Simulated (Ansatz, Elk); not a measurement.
# How far do independent atoms describe ZnPb?

The structure of ZnPb used here is made up (a known structure type with other elements) and was relaxed beforehand with PBE. The aim is the Fourier transform of its all-electron density, F(hkl), set beside the sum over free spherical atoms that refinements use.

Program: Elk 11.2.3 (patched build). Level of theory: DFT, PBE, all-electron APW+lo, Dirac cores, scalar-relativistic bands, static density, no spin. Results are calculated unless marked as measured.

The structure was built from a prototype and need not be the compound's stable phase.

### 1. Starting point

The structure is tetragonal, space group P4/mmm (No. 123). The conventional cell has a = 3.531 Å, b = 3.531 Å, c = 3.948 Å, α = 90.00°, β = 90.00°, γ = 90.00°. Pb has 8 Zn at 3.18 Å and 4 Pb at 3.53 Å nearest. Zn has 8 Pb at 3.18 Å nearest. Farther neighbours are not listed.

Coordinates:

```cif
data_structure
_symmetry_space_group_name_H-M 'P4/mmm'
_symmetry_Int_Tables_number 123
_cell_length_a 3.5310
_cell_length_b 3.5310
_cell_length_c 3.9481
_cell_angle_alpha 90.000
_cell_angle_beta 90.000
_cell_angle_gamma 90.000
_cell_volume 49.22
loop_
_atom_site_label
_atom_site_type_symbol
_atom_site_symmetry_multiplicity
_atom_site_Wyckoff_symbol
_atom_site_fract_x
_atom_site_fract_y
_atom_site_fract_z
_atom_site_occupancy
Pb1 Pb 1 d 0.50000 0.50000 0.50000 1
Zn1 Zn 1 a 0.00000 0.00000 0.00000 1
```

### 2. Ground state and structure factors

An all-electron density is needed, since X-rays see the cores too. Task 0 finds the density and task 195 Fourier-transforms it; tshift is off so that phases refer to the origin typed.

File elk.in:

```
tasks
  0
  195

xctype
  20

spinpol
  .false.

rgkmax
  7.0

gmaxvr
  14.0

lmaxo
  7

lmaxapw
  8

swidth
  0.002

tshift
  .false.

ramdisk
  .false.

hmaxvr
  5.5

maxscl
  120

epspot
  1e-06

sppath
  './'

avec
  6.67259411923 0.00000000000 0.00000000000
  0.00000000000 6.67259411923 0.00000000000
  0.00000000000 0.00000000000 7.46088986670

atoms
  2
  'Pb.in'
  1
  0.5000000000 0.5000000000 0.5000000000   0.000000 0.000000 0.000000
  'Zn.in'
  1
  -0.0000000000 0.0000000000 0.0000000000   0.000000 0.000000 0.000000

ngridk
  6 6 6
```

Command:

```sh
$ OMP_NUM_THREADS=4 elk
```

Numbers of over 12 decimals in the logs are rounded to 6 here.

The program printed:

```text
┌─────────────────────────┐
│ Elk code version 11.2.3 │
└─────────────────────────┘

All units are atomic (Hartree, Bohr, etc.)

┌─────────────────────────────────────────────────┐
│ Ground-state run starting from atomic densities │
└─────────────────────────────────────────────────┘

Lattice vectors :
   6.672594119       0.000000000       0.000000000
   0.000000000       6.672594119       0.000000000
   0.000000000       0.000000000       7.460889867

Reciprocal lattice vectors :
  0.9416405666       0.000000000       0.000000000
   0.000000000      0.9416405666       0.000000000
   0.000000000       0.000000000      0.8421495853

Unit cell volume      :    332.1850216
Brillouin zone volume :   0.7467230529

Muffin-tin inner radius fraction :   0.1000000000E-01

Nuclei treated as point charges

Species : 1 (Pb)
 parameters loaded from : Pb.in
 name : lead
 nuclear charge    :   -82.00000000
 electronic charge :    82.00000000
 atomic mass :    377702.4943
 muffin-tin radius :    2.800000000
 number of radial points in muffin-tin :   1393
 inner part over the whole radius :   0.9993555083E-02
 number on inner part of muffin-tin    :   1001
 approximate nuclear radius :   0.1047603524E-03
 number of mesh points to nuclear radius :    525
 atomic positions (lattice), magnetic fields (Cartesian) :
  1 :   0.50000000  0.50000000  0.50000000    0.00000000  0.00000000  0.00000000

Species : 2 (Zn)
 parameters loaded from : Zn.in
 name : zinc
 nuclear charge    :   -30.00000000
 electronic charge :    30.00000000
 atomic mass :    119233.3130
 muffin-tin radius :    2.400000000
 number of radial points in muffin-tin :    993
 inner part over the whole radius :   0.9843840322E-02
 number on inner part of muffin-tin    :    701
 approximate nuclear radius :   0.7484757725E-04
 number of mesh points to nuclear radius :    337
 atomic positions (lattice), magnetic fields (Cartesian) :
  1 :   0.00000000  0.00000000  0.00000000    0.00000000  0.00000000  0.00000000

Total number of atoms per unit cell :    2
Total muffin-tin volume :    149.8581584
 ratio of muffin-tin to unit cell volume :   0.4511285838

Spin treatment :
 spin-unpolarised

Number of Bravais lattice symmetries :   16
Number of crystal symmetries         :   16
Crystal has inversion symmetry
Real symmetric eigensolver will be used

k-point grid :      6     6     6
k-point offset :    0.000000000       0.000000000       0.000000000
k-point set is reduced with full crystal symmetry group
Total number of k-points :       40

Muffin-tin radius times maximum |G+k| :    7.000000000
 using average radius
Maximum |G+k| for APW functions       :    2.692307692
Maximum (1/2)|G+k|²                   :    3.624260355
Maximum |G| for potential and density :    14.00000000
Constant for pseudocharge density :   10
 order of it for each species :   17  17
 order of it for pair densities of each species (exact exchange by exxq0 0: 18) :   11   8
Radial integration step length :    1

G-vector grid sizes :     30    30    35
Number of G-vectors :    15353

Maximum angular momentum used for
 APW functions            :    8
 outer part of muffin-tin :    7
 inner part of muffin-tin :    2

Total nuclear charge    :   -112.0000000
Total core charge       :    80.00000000
Total valence charge    :    32.00000000
Total excess charge     :    0.000000000
Total electronic charge :    112.0000000

Effective Wigner radius, rₛ :   0.8913011592

Number of empty states         :      8
Total number of valence states :     25
Total number of core states    :     80

Third-order local-orbitals added for an l without core states : T
Total number of local-orbitals :     37

Exchange-correlation functional :     20     0     0
 Perdew-Burke-Ernzerhof, Phys. Rev. Lett. 77, 3865 (1996)
 gradient requirement :    1
 generalised gradient approximation (GGA)

Smearing type :    3
 Fermi-Dirac
Smearing width :   0.2000000000E-02
Effective electronic temperature (K) :    631.5500496

Mixing type :    3
[...]
exchange                    :     -455.33648785213
 correlation                 :     -6.496656
 electron entropic           :    -0.41749020402505E-03
 total energy                :     -22725.242649735

Density of states at Fermi energy :    29.66606817
 (states/Hartree/unit cell)

Estimated indirect band gap :   0.3362254784E-02
 from k-point 9 to k-point 25
Estimated direct band gap   :   0.1434989365E-01
 at k-point 29

Charges :
 core                        :    80.00000000
 valence                     :    32.00000000
 interstitial                :    3.010448635
 muffin-tins (core leakage)
  species : 1 (Pb)
   atom 1                    :    80.29015390     (  0.1224211603E-02)
  species : 2 (Zn)
   atom 1                    :    28.69939746     (  0.8241883139E-04)
 total in muffin-tins        :    108.9895514
 total calculated charge     :    111.9985995
 total charge                :    112.0000000
 error                       :   0.1400505312E-02

RMS change in Kohn-Sham potential (target) :   0.1441683036     (  0.1000000000E-05)
Absolute change in total energy (target)   :   0.1059769162     (  0.1000000000E-03)

[... loops 3 to 14 left out ...]

┌──────────────────┐
│ Loop number : 15 │
└──────────────────┘

Energies :
 Fermi                       :     0.204476
 sum of occupied eigenvalues :     -13975.992913926
 electron kinetic            :      26199.208756961
 core electron kinetic       :      25856.125003496
 Coulomb                     :     -48461.980193645
 Coulomb potential           :     -39571.165998425
 nuclear-nuclear             :     -1844.0394648651
 electron-nuclear            :     -53698.164910392
 Hartree                     :      7080.2241816122
 Madelung                    :     -28676.397194432
 xc potential                :     -604.03567246177
 exchange                    :     -455.47973791860
 correlation                 :     -6.497117
 electron entropic           :    -0.41676971211463E-03
 total energy                :     -22724.748708112

Density of states at Fermi energy :    30.56371319
 (states/Hartree/unit cell)

Estimated indirect band gap :   0.6447151216E-03
 from k-point 40 to k-point 5
Estimated direct band gap   :   0.1219442599E-01
 at k-point 38

Charges :
 core                        :    80.00000000
 valence                     :    32.00000000
 interstitial                :    2.919349886
 muffin-tins (core leakage)
  species : 1 (Pb)
   atom 1                    :    80.31302179     (  0.1177648190E-02)
  species : 2 (Zn)
   atom 1                    :    28.76762833     (  0.7991259850E-04)
 total in muffin-tins        :    109.0806501
 total calculated charge     :    111.9986522
 total charge                :    112.0000000
 error                       :   0.1347755635E-02

RMS change in Kohn-Sham potential (target) :   0.8621754942E-07 (  0.1000000000E-05)
Absolute change in total energy (target)   :   0.2964448504E-04 (  0.1000000000E-03)

Convergence targets achieved

┌──────────────────┐
│ Loop number : 16 │
└──────────────────┘

Energies :
 Fermi                       :     0.204476
 sum of occupied eigenvalues :     -13975.992903968
 electron kinetic            :      26199.208768820
 core electron kinetic       :      25856.125013547
 Coulomb                     :     -48461.980195139
 Coulomb potential           :     -39571.165999433
 nuclear-nuclear             :     -1844.0394648651
 electron-nuclear            :     -53698.164912060
 Hartree                     :      7080.2241817852
 Madelung                    :     -28676.397195423
 xc potential                :     -604.03567335434
 exchange                    :     -455.47973792718
 correlation                 :     -6.497117
 electron entropic           :    -0.41676989343567E-03
 total energy                :     -22724.748697748

Density of states at Fermi energy :    30.56373091
 (states/Hartree/unit cell)

Estimated indirect band gap :   0.6447202235E-03
 from k-point 40 to k-point 5
Estimated direct band gap   :   0.1219441777E-01
 at k-point 38

Charges :
 core                        :    80.00000000
 valence                     :    32.00000000
 interstitial                :    2.919349662
 muffin-tins (core leakage)
  species : 1 (Pb)
   atom 1                    :    80.31302195     (  0.1177648040E-02)
  species : 2 (Zn)
   atom 1                    :    28.76762839     (  0.7991259336E-04)
 total in muffin-tins        :    109.0806503
 total calculated charge     :    111.9986522
 total charge                :    112.0000000
 error                       :   0.1347755470E-02

┌──────────────────────────────┐
│ Self-consistent loop stopped │
└──────────────────────────────┘

Warning : the lowest level lies among the core levels :   -2.744519512      -2.577277223

Warning : core states of species 1 leak from the muffin-tin :   0.1177648040E-02

Wrote STATE.OUT
```

It took 11 s on 4 threads of Intel Xeon Platinum 8488C (Sapphire Rapids), shared host; peak memory 0.16 GiB.

SFACRHO.OUT:

```text

h k l indices transformed by vhmat matrix:
   1.000000000       0.000000000       0.000000000    
   0.000000000       1.000000000       0.000000000    
   0.000000000       0.000000000       1.000000000    

      h      k      l  multipl.   |H|            Re(F)            Im(F)           |F|

      0      0      0      1   0.0000000       112.00000     -0.98732044E-17   112.00000    
      0      0     -1      2  0.84214959      -48.517818      0.23737336E-13   48.517818    
      1      0      0      4  0.94164057      -47.869442      0.90610379E-14   47.869442    
      0     -1      1      8   1.2632905       94.774350      0.24187127E-13   94.774350    
     -1     -1      0      4   1.3316809       93.537542      0.17075293E-13   93.537542    
      1      1     -1      8   1.5756236      -43.746567      0.37704485E-13   43.746567    
      0      0      2      2   1.6842992       87.399993      0.41868942E-13   87.399993    
      0     -2      0      4   1.8832811       84.099133      0.15502259E-13   84.099133    
      0      1     -2      8   1.9296504      -41.527057      0.47863747E-13   41.527057    
     -2      0     -1      8   2.0629987      -40.723816     -0.22414660E-13   40.723816    
     -1      2      0      8   2.1055723      -40.469161      0.74266049E-14   40.469161    
      1     -1     -2      8   2.1471464       79.869327     -0.38603841E-13   79.869327    
     -2      1      1     16   2.2677413       77.989278      0.20224817E-13   77.989278    
      0      0      3      2   2.5264488      -38.138792     -0.79091877E-13   38.138792    
      2      0      2      8   2.5265810       74.109958     -0.27523671E-13   74.109958    
      2      2      0      4   2.6633617       72.137033     -0.26797179E-13   72.137033    
      1      0     -3      8   2.6962252       71.665606     -0.35064775E-13   71.665606    
      1     -2      2     16   2.6963491      -37.274997     -0.41706737E-13   37.274997
```

Elk indexes on the primitive cell of elk.in and gives |H| = 4π sin θ/λ in inverse bohr. Below, one row stands for each form hkl of the conventional cell (m members, Friedel mates merged), F is for one primitive cell and the density is static (no thermal factor). Free-atom factors are Waasmaier and Kirfel's, and R is Σm||F|−|F'||/Σm|F|.

```csv
hkl,m,sin θ/λ (Å⁻¹),"abs F, DFT",neutral atoms,diff.
001,2,0.127,48.518,48.560,-0.042
100,4,0.142,47.869,47.902,-0.033
101,8,0.190,94.774,94.998,-0.223
110,4,0.200,93.537,93.782,-0.245
111,8,0.237,43.747,43.604,+0.142
002,2,0.253,87.400,87.637,-0.237
200,4,0.283,84.099,84.279,-0.180
102,8,0.290,41.527,41.368,+0.159
201,8,0.310,40.724,40.581,+0.143
210,8,0.317,40.469,40.337,+0.133
112,8,0.323,79.869,79.982,-0.112
211,16,0.341,77.989,78.084,-0.095
003,2,0.380,38.139,38.075,+0.064
202,8,0.380,74.110,74.168,-0.058
```

### 3. The highest occupied states alone

An energy window below the Fermi level keeps the highest occupied states, to see at which angles they scatter; shallow core shells can lie inside it and anion s states outside. No new self-consistency is needed.

Changes to elk.in since step 2:

```diff
@@ -1,3 +1,2 @@
 tasks
-  0
   195
@@ -40,2 +39,5 @@
 
+wsfac
+  -0.163020 0.504480
+
 sppath
```

Command:

```sh
$ OMP_NUM_THREADS=4 elk
```

The program printed:

```text
┌─────────────────────────────────┐
│ Elk code version 11.2.3 started │
└─────────────────────────────────┘

Info(readinput): the functional depends on the density's gradient
 muffin-tin radial points multiplied by    2.00000
 (not where nrmtscf is given)

┌────────────────────┐
│ Current task : 195 │
└────────────────────┘

Info(sfacrho): density structure factors written to SFACRHO.OUT

 Energy window :  -0.1630200000      0.5044800000

┌──────────────────┐
│ Elk code stopped │
└──────────────────┘
```

Run time: 3.1 s. Hardware: 4 threads; peak memory 0.16 GiB; 5.6 s of CPU time.

States within 10 eV below the Fermi level hold 15.73 electrons; any levels below the window count with the cores, and a count that is not whole means the window cuts a band. Their amplitudes can exceed the total, where window and core parts have opposite phase:

```csv
hkl,sin θ/λ (Å⁻¹),"abs F, window","abs F, all"
001,0.127,8.216,48.518
100,0.142,8.095,47.869
101,0.190,8.038,94.774
110,0.200,7.676,93.537
111,0.237,6.665,43.747
002,0.253,6.221,87.400
200,0.283,5.617,84.099
102,0.290,5.683,41.527
201,0.310,5.320,40.724
210,0.317,5.207,40.469
```

(Continued in part 2 of 2.)

[Logs are printed without paths, hosts, clocks, repeated set-up lines and the standing remarks that a program may print on its own settings, such as how far it seeks lower states.]

[Hosts, paths, dates, database ids (printed as entryN), source tags and the programs' standing remarks are cut or masked in the printed files.]
